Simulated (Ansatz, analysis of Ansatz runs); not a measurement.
# Migration in K2MoO4 (C2/m): H transfer from O to O, charge +1

Aim: the barrier of one jump in K2MoO4 (C2/m) at charge +1: H transfer from O to O. The model is a cell of 56 host atoms with 1 H put in; H is the atom that moves.

Program: Ansatz 0.2.0. Level of theory: plane-wave PAW DFT, PBEsol; nudged elastic band between two relaxed defect structures at fixed charge in a uniform background. Results are calculated unless marked as measured.

## 1. The structure

The cell holds 57 atoms: 16 K, 8 Mo, 32 O and 1 H. Cell: a = 9.638 Å, b = 11.282 Å, c = 13.703 Å, α = 44.1°, β = 91.4°, γ = 81.4°. It derives from K2MoO4 (space group C2/m). Nearest the centre at fractional (0.436, 0.793, 0.445): H57 at 0.43 Å, Mo23 at 1.04 Å, O29 at 1.43 Å, O55 at 1.43 Å, O36 at 2.50 Å, O43 at 2.54 Å, K9 at 2.62 Å, O38 at 3.32 Å. The cell carries charge +1.

The cell's shortest repeat is 9.6 Å.

## 2. Relaxation of the start point, charge +1

The ends come first: from an unrelaxed start the top is counted from too high an energy, and the barrier comes out too low. Small random displacements break the symmetry of the ideal sites, so that the defect can distort if it gains by it. The charge of +1 is set by the electron count, and a uniform background keeps the cell neutral.

Contents of qp1.start/input.yaml:

```yaml
crystal:
  lattice:
    - [-3.24276055, 6.05590372, 6.76040222]
    - [9.04886774, 0.0, 6.73828762]
    - [12.29162829, 6.05590372, -0.0221146]
  atoms:
    - { symbol: K, position: [0.13761595, 0.62723075, 0.36238405] }
    - { symbol: K, position: [0.13761595, 0.62723075, 0.86238405] }
    - { symbol: K, position: [0.63761595, 0.12723075, 0.36238405] }
    - { symbol: K, position: [0.63761595, 0.12723075, 0.86238405] }
    - { symbol: K, position: [0.36238405, 0.87276925, 0.13761595] }
    - { symbol: K, position: [0.36238405, 0.87276925, 0.63761595] }
    - { symbol: K, position: [0.86238405, 0.37276925, 0.13761595] }
    - { symbol: K, position: [0.86238405, 0.37276925, 0.63761595] }
    - { symbol: K, position: [0.20372178, 0.04731595, 0.29627822] }
    - { symbol: K, position: [0.20372178, 0.04731595, 0.79627822] }
    - { symbol: K, position: [0.70372178, 0.54731595, 0.29627822] }
    - { symbol: K, position: [0.70372178, 0.54731595, 0.79627822] }
    - { symbol: K, position: [0.29627822, 0.45268405, 0.20372178] }
    - { symbol: K, position: [0.29627822, 0.45268405, 0.70372178] }
    - { symbol: K, position: [0.79627822, 0.95268405, 0.20372178] }
    - { symbol: K, position: [0.79627822, 0.95268405, 0.70372178] }
    - { symbol: Mo, position: [0.47504713, 0.29941829, 0.02495287] }
    - { symbol: Mo, position: [0.47504713, 0.29941829, 0.52495287] }
    - { symbol: Mo, position: [0.97504713, 0.79941829, 0.02495287] }
    - { symbol: Mo, position: [0.97504713, 0.79941829, 0.52495287] }
    - { symbol: Mo, position: [0.02495287, 0.20058171, 0.47504713] }
    - { symbol: Mo, position: [0.02495287, 0.20058171, 0.97504713] }
    - { symbol: Mo, position: [0.52495287, 0.70058171, 0.47504713] }
    - { symbol: Mo, position: [0.52495287, 0.70058171, 0.97504713] }
    - { symbol: O, position: [0.41436176, 0.51096922, 0.34694589] }
    - { symbol: O, position: [0.41436176, 0.51096922, 0.84694589] }
    - { symbol: O, position: [0.91436176, 0.01096922, 0.34694589] }
    - { symbol: O, position: [0.91436176, 0.01096922, 0.84694589] }
    - { symbol: O, position: [0.34694589, 0.72772313, 0.41436176] }
    - { symbol: O, position: [0.34694589, 0.72772313, 0.91436176] }
    - { symbol: O, position: [0.84694589, 0.22772313, 0.41436176] }
    - { symbol: O, position: [0.84694589, 0.22772313, 0.91436176] }
    - { symbol: O, position: [0.08563824, 0.98903078, 0.15305411] }
    - { symbol: O, position: [0.08563824, 0.98903078, 0.65305411] }
    - { symbol: O, position: [0.58563824, 0.48903078, 0.15305411] }
    - { symbol: O, position: [0.58563824, 0.48903078, 0.65305411] }
    - { symbol: O, position: [0.15305411, 0.77227687, 0.08563824] }
    - { symbol: O, position: [0.15305411, 0.77227687, 0.58563824] }
    - { symbol: O, position: [0.65305411, 0.27227687, 0.08563824] }
    - { symbol: O, position: [0.65305411, 0.27227687, 0.58563824] }
    - { symbol: O, position: [0.13656593, 0.22467254, 0.36343407] }
    - { symbol: O, position: [0.13656593, 0.22467254, 0.86343407] }
    - { symbol: O, position: [0.63656593, 0.72467254, 0.36343407] }
    - { symbol: O, position: [0.63656593, 0.72467254, 0.86343407] }
    - { symbol: O, position: [0.36343407, 0.27532746, 0.13656593] }
    - { symbol: O, position: [0.36343407, 0.27532746, 0.63656593] }
    - { symbol: O, position: [0.86343407, 0.77532746, 0.13656593] }
    - { symbol: O, position: [0.86343407, 0.77532746, 0.63656593] }
    - { symbol: O, position: [0.47534799, 0.14239926, 0.02465201] }
    - { symbol: O, position: [0.47534799, 0.14239926, 0.52465201] }
    - { symbol: O, position: [0.97534799, 0.64239926, 0.02465201] }
    - { symbol: O, position: [0.97534799, 0.64239926, 0.52465201] }
    - { symbol: O, position: [0.02465201, 0.35760074, 0.47534799] }
    - { symbol: O, position: [0.02465201, 0.35760074, 0.97534799] }
    - { symbol: O, position: [0.52465201, 0.85760074, 0.47534799] }
    - { symbol: O, position: [0.52465201, 0.85760074, 0.97534799] }
    - { symbol: H, position: [0.409241, 0.773283, 0.435389] }
total_charge: 1
basis:
  ecutwfc: 420
  xc_grid: 2
hamiltonian:
  xc: pbesol
kpoints:
  mp_grid: { grid: [1, 1, 1], shift: [0.25, 0.25, 0.25] }
scf:
  occupations: { method: fixed }
  max_iter: 150
output:
  forces: true
relax:
  f_tol: 0.02
  max_steps: 70
  random_displacement: { amplitude: 0.03, seed: 4686 }
```

Run with:

```console
$ ansatz run input.yaml --threads 32 --pin off --max-ram 84787MiB --backend cuda --events-out ev --progress --plain --runs-dir out --max-vram 78GiB
```

Output:

```text
[... repeated set-up lines and file paths are left out, and long positions are rounded to six places ...]
[...]
Engine: ansatz 0.2.0, aarch64-unknown-linux-gnu
[...]
Pseudopotential: K, paw, valence charge 9, recommended cutoff 420 eV (normal), K.paw.azcp
Pseudopotential: Mo, paw, valence charge 14, recommended cutoff 420 eV (normal), Mo.paw.azcp
Pseudopotential: O, paw, valence charge 6, recommended cutoff 420 eV (normal), O.paw.azcp
Pseudopotential: H, paw, valence charge 1, recommended cutoff 420 eV (normal), H.paw.azcp
Functional definition: PBEsol
[...]
Crystal: 57 atoms, lattice volume = 1005.578 Å³
Basis set: ecut = 420 eV, 19613 PW (Γ), exchange–correlation on 144×160×192 points (8 copies of the dense FFT grid, shifted against one another)
[...]
relax step   1: F+E_penalty+E_count = -81432.88842689 eV  Δ(F+E_penalty+E_count) = +0.000e0 eV  max|allowed force component| = 2.886e1 eV/Å  Δτ_max = 0.0000 Å  (10 SCF iters, dr2 threshold 1.00e-5 eV, [...]
[... the SCF cycles and remarks between the steps are left out from here to the last step ...]
relax step   8: F+E_penalty+E_count = -81442.58432491 eV  Δ(F+E_penalty+E_count) = -2.184e-1 eV  max|allowed force component| = 7.621e-1 eV/Å  Δτ_max = 0.2000 Å  (7 SCF iters, dr2 threshold 1.00e-4 eV [...]
relax step  11: F+E_penalty+E_count = -81442.90985844 eV  Δ(F+E_penalty+E_count) = -4.020e-2 eV  max|allowed force component| = 1.969e-1 eV/Å  Δτ_max = 0.1192 Å  (7 SCF iters, dr2 threshold 1.00e-4 eV [...]
[...]
SCF 13 converged in 11 iterations: F = -81442.923974 eV  dr2 = 6.43e-8
[...]
relax step  14: F+E_penalty+E_count = -81442.91058310 eV  Δ(F+E_penalty+E_count) = +1.339e-2 eV  max|allowed force component| = 2.277e-1 eV/Å  Δτ_max = 0.1000 Å  (8 SCF iters, dr2 threshold 1.51e-6 eV [...]
[...]
SCF 16 converged in 9 iterations: F = -81442.932552 eV  dr2 = 2.71e-8
[...]
```

Elapsed: 10 s, on 1 × NVIDIA GB200 with 32 threads of Arm Neoverse V2, shared host; peak memory 1.4 GiB; 47 s of CPU time.

The steps of the relaxation:

```csv
step,energy less that of the first step (eV),largest force component (eV/Å)
1,0.0000,28.8637
3,-7.9632,3.5442
5,-8.9850,1.7978
7,-9.4775,0.8719
9,-9.8820,0.6904
11,-10.0214,0.1969
13,-10.0355,0.1555
15,-10.0436,0.0290
16,-10.0441,0.0177
```

The atoms that moved most (Å, from the sites as typed, ahead of the random displacement, the mean shift of all atoms taken out):

```csv
atom,dx,dy,dz,length
H57,1.010,-0.565,-1.191,1.661
O38,-0.482,-0.081,0.102,0.499
O29,0.419,0.085,-0.053,0.431
K9,0.067,-0.321,0.202,0.385
K14,-0.081,0.326,-0.170,0.376
O55,-0.022,0.309,0.090,0.323
O48,-0.129,0.269,0.116,0.320
O52,-0.023,-0.285,-0.043,0.289
```

Neighbours of H57 at the end:

```csv
atom,distance (Å)
O29,1.145
O38,1.269
Mo23,2.631
K9,2.660
K14,2.666
Mo20,2.720
O55,3.198
O52,3.236
```

This step gave:

| Quantity | Value |
| --- | --- |
| free energy | -81442.9326 eV |
| r.m.s. move of the farther half of the atoms | 0.08910 Å |
| largest move from the ideal geometry of this structure, a common shift of the far atoms taken out | 1.696 Å |

The relaxation gained 10.044 eV and ended with a largest force component of 0.018 eV/Å.

## 3. Relaxation of the end point, charge +1

The end point is relaxed in the same cell and settings, so that the two energies compare. Atoms more than 3.2 Å from the middle of the hop start where the first relaxation left them, the nearer ones on or close to their ideal places, with small random displacements.

Contents of qp1.end/input.yaml:

```yaml
crystal:
  lattice:
    - [-3.24276055, 6.05590372, 6.76040222]
    - [9.04886774, 0.0, 6.73828762]
    - [12.29162829, 6.05590372, -0.0221146]
  atoms:
    - { symbol: K, position: [0.13461255, 0.62485132, 0.36108662] }
    - { symbol: K, position: [0.14013336, 0.62334436, 0.86786622] }
[... 2 atom lines left out ...]
    - { symbol: K, position: [0.3625368, 0.87810101, 0.13191893] }
    - { symbol: K, position: [0.36797477, 0.87523774, 0.64023884] }
[... 2 atom lines left out ...]
    - { symbol: K, position: [0.20372178, 0.04731595, 0.29627822] }
[... 4 atom lines left out ...]
    - { symbol: K, position: [0.31631437, 0.40650868, 0.73814366] }
[... 8 atom lines left out ...]
    - { symbol: Mo, position: [0.52495287, 0.70058171, 0.47504713] }
[... 5 atom lines left out ...]
    - { symbol: O, position: [0.34694589, 0.72772313, 0.41436176] }
[... 6 atom lines left out ...]
    - { symbol: O, position: [0.58563824, 0.48903078, 0.65305411] }
[... 1 atom line left out ...]
    - { symbol: O, position: [0.1706279, 0.76869955, 0.55541178] }
[... 4 atom lines left out ...]
    - { symbol: O, position: [0.63656593, 0.72467254, 0.36343407] }
[... 1 atom line left out ...]
    - { symbol: O, position: [0.37207231, 0.28031788, 0.13695461] }
[... 9 atom lines left out ...]
    - { symbol: O, position: [0.52465201, 0.85760074, 0.47534799] }
[... 1 atom line left out ...]
    - { symbol: H, position: [0.462885, 0.812139, 0.453751] }
total_charge: 1
basis:
  ecutwfc: 420
  xc_grid: 2
hamiltonian:
  xc: pbesol
kpoints:
  mp_grid: { grid: [1, 1, 1], shift: [0.25, 0.25, 0.25] }
scf:
  occupations: { method: fixed }
  max_iter: 150
output:
  forces: true
relax:
  f_tol: 0.02
  max_steps: 70
  random_displacement: { amplitude: 0.01, seed: 4686 }
```

Output:

```text
[...]
Crystal: 57 atoms, lattice volume = 1005.578 Å³
Basis set: ecut = 420 eV, 19613 PW (Γ), exchange–correlation on 144×160×192 points (8 copies of the dense FFT grid, shifted against one another)
[...]
SCF 1 converged in 10 iterations: F = -81433.069918 eV  dr2 = 1.80e-6
[...]
relax step   1: F+E_penalty+E_count = -81433.06991835 eV  Δ(F+E_penalty+E_count) = +0.000e0 eV  max|allowed force component| = 2.937e1 eV/Å  Δτ_max = 0.0000 Å  (10 SCF iters, dr2 threshold 1.00e-5 eV, [...]
[...]
relax step   8: F+E_penalty+E_count = -81442.21695106 eV  Δ(F+E_penalty+E_count) = -8.739e-2 eV  max|allowed force component| = 9.989e-1 eV/Å  Δτ_max = 0.2000 Å  (6 SCF iters, dr2 threshold 1.00e-4 eV [...]
[...]
relax step  17: F+E_penalty+E_count = -81442.87167969 eV  Δ(F+E_penalty+E_count) = -2.998e-4 eV  max|allowed force component| = 6.794e-2 eV/Å  Δτ_max = 0.0213 Å  (8 SCF iters, accepted)
[...]
SCF 19 converged in 8 iterations: F = -81442.873056 eV  dr2 = 1.09e-8
[...]
```

Elapsed: 11 s, on 1 × NVIDIA GB200 with 32 threads; peak memory 1.4 GiB.

Relaxation path:

```csv
step,energy less that of the first step (eV),largest force component (eV/Å)
1,0.0000,29.3669
3,-7.7122,3.8593
5,-8.7128,1.6132
7,-9.0596,0.8386
9,-9.2547,1.1195
11,-9.5463,0.8282
13,-9.7405,0.6783
15,-9.7991,0.0754
17,-9.8018,0.0679
19,-9.8031,0.0115
```

The atoms that moved most (Å, from the sites as typed, ahead of the random displacement):

```csv
atom,dx,dy,dz,length
H57,0.445,-0.845,1.498,1.777
O45,-0.146,0.519,-0.315,0.625
O55,-0.030,-0.412,0.170,0.447
O38,0.406,0.069,-0.109,0.426
O26,0.143,0.091,-0.370,0.407
K14,0.077,-0.312,0.141,0.351
O36,0.270,-0.091,0.137,0.317
O48,0.122,-0.243,-0.115,0.296
```

Neighbours of H57 at the end:

```csv
atom,distance (Å)
O55,1.116
O45,1.327
Mo23,2.597
K3,2.606
K9,2.656
Mo17,2.708
O29,3.212
O49,3.323
O39,3.360
```

Numbers from this step:

```
free energy                                                                                       : -81442.8731 eV
r.m.s. move of the farther half of the atoms                                                      : 0.06895 Å
largest move from the ideal geometry of this structure, a common shift of the far atoms taken out : 1.802 Å
```

The relaxation gained 9.803 eV and ended with a largest force component of 0.011 eV/Å. The end lies 0.059 eV above the start.

(Part 1 of 3 ends here.)

[Logs are printed without paths, hosts, clocks, repeated set-up lines and the standing remarks that a program may print on its own settings, such as how far it seeks lower states.]

[Hosts, paths, dates, database ids (printed as entryN), source tags and the programs' standing remarks are cut or masked in the printed files.]
